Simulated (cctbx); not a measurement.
# Interatomic vectors of EuMoP

Space group I4_1md (no. 109), a = 4.2020 Å, b = 4.2020 Å, c = 14.8220 Å, α = 90.00°, β = 90.00°, γ = 90.00°, content Eu4 Mo4 P4.

The data are simulated with cctbx, not measured: Ag Kα, λ = 0.56087 Å, to d = 0.65 Å, 80 % of the full sphere, strongest reflection 5000 counts, noise from counting, a 3 % proportional error and a noise floor of 15 counts (s.d.); no absorption, some extinction.

Patterson synthesis from sharpened amplitudes, origin scaled to 1000:

```text
Patterson group I 4/m m m
      u       v       w   height  length (A)
  0.000   0.000   0.000   1000.0     0.00
  0.000   0.000   0.418    499.8     6.19
  0.000   0.500   0.250    476.3     4.26
  0.000   0.500   0.170    232.7     3.28
  0.000   0.000   0.060     57.9     0.89
  0.000   0.000   0.291     50.8     4.32
  0.132   0.132   0.037     48.6     0.95
  0.000   0.000   0.357     46.5     5.29
  0.187   0.187   0.291     45.2     4.46
  0.000   0.000   0.177     38.0     2.63
  0.091   0.345   0.290     36.3     4.56
  0.000   0.500   0.107     35.8     2.63
  0.000   0.185   0.034     32.2     0.93
  0.000   0.000   0.138     30.3     2.05
```

**Question.** Which atom pairs make the peaks, and where is the heaviest atom?

A peak at u stands for all pairs with xi − xj = u, with weight Σ ZiZj against Σ Z² = 23832 at the origin. Peak heights follow these weights only roughly, since form factors, motion and series ripples differ, all vectors within 0.55 Å of a peak are counted as merged into it though the farther ones add only part of their weight, and F(000) is left out, which lowers the whole map:

| u | v | w | shortest length (Å) | height | 1000 ΣZiZj/ΣZ² | pairs in the cell |
| --- | --- | --- | --- | --- | --- | --- |
| 0.000 | 0.000 | 0.418 | 3.21 | 500 | 603 | 4 × Eu–Mo, 4 × Eu–P |
| 0.000 | 0.500 | 0.250 | 4.26 | 476 | 500 | 2 × Eu–Eu, 2 × Mo–Mo, 2 × P–P |
| 0.000 | 0.500 | 0.170 | 3.28 | 233 | 301 | 2 × Eu–Mo, 2 × Eu–P |
| 0.000 | 0.000 | 0.060 | 0.89 | 58 | 0 | none within 0.55 Å |
| 0.000 | 0.000 | 0.291 | 4.29 | 51 | 0 | none within 0.55 Å |
| 0.132 | 0.132 | 0.037 | 0.96 | 49 | 0 | none within 0.55 Å |
| 0.000 | 0.000 | 0.357 | 3.65 | 46 | 0 | none within 0.55 Å |
| 0.187 | 0.187 | 0.291 | 3.61 | 45 | 0 | none within 0.55 Å |

The table stops at ten peaks or at a height of 45, below which ripples compete. In the model behind the data Eu, the heaviest element, has 1 independent site: (0, 1/2, 0.2483), up to an allowed shift of origin; the Eu–Eu vectors are differences of these positions and their symmetry mates. The whole model:

```csv
atom,mult.,x,y,z,Ueq (Å²)
Eu1,4,0,1/2,0.2483,0.0167
Mo1,4,1/2,1/2,0.9157,0.0167
P1,4,0,1/2,0.8297,0.0281
```

This is a model crystal, built by substitution and not relaxed, with assumed displacement parameters.

[Logs are printed without paths, hosts, clocks, repeated set-up lines and the standing remarks that a program may print on its own settings, such as how far it seeks lower states.]
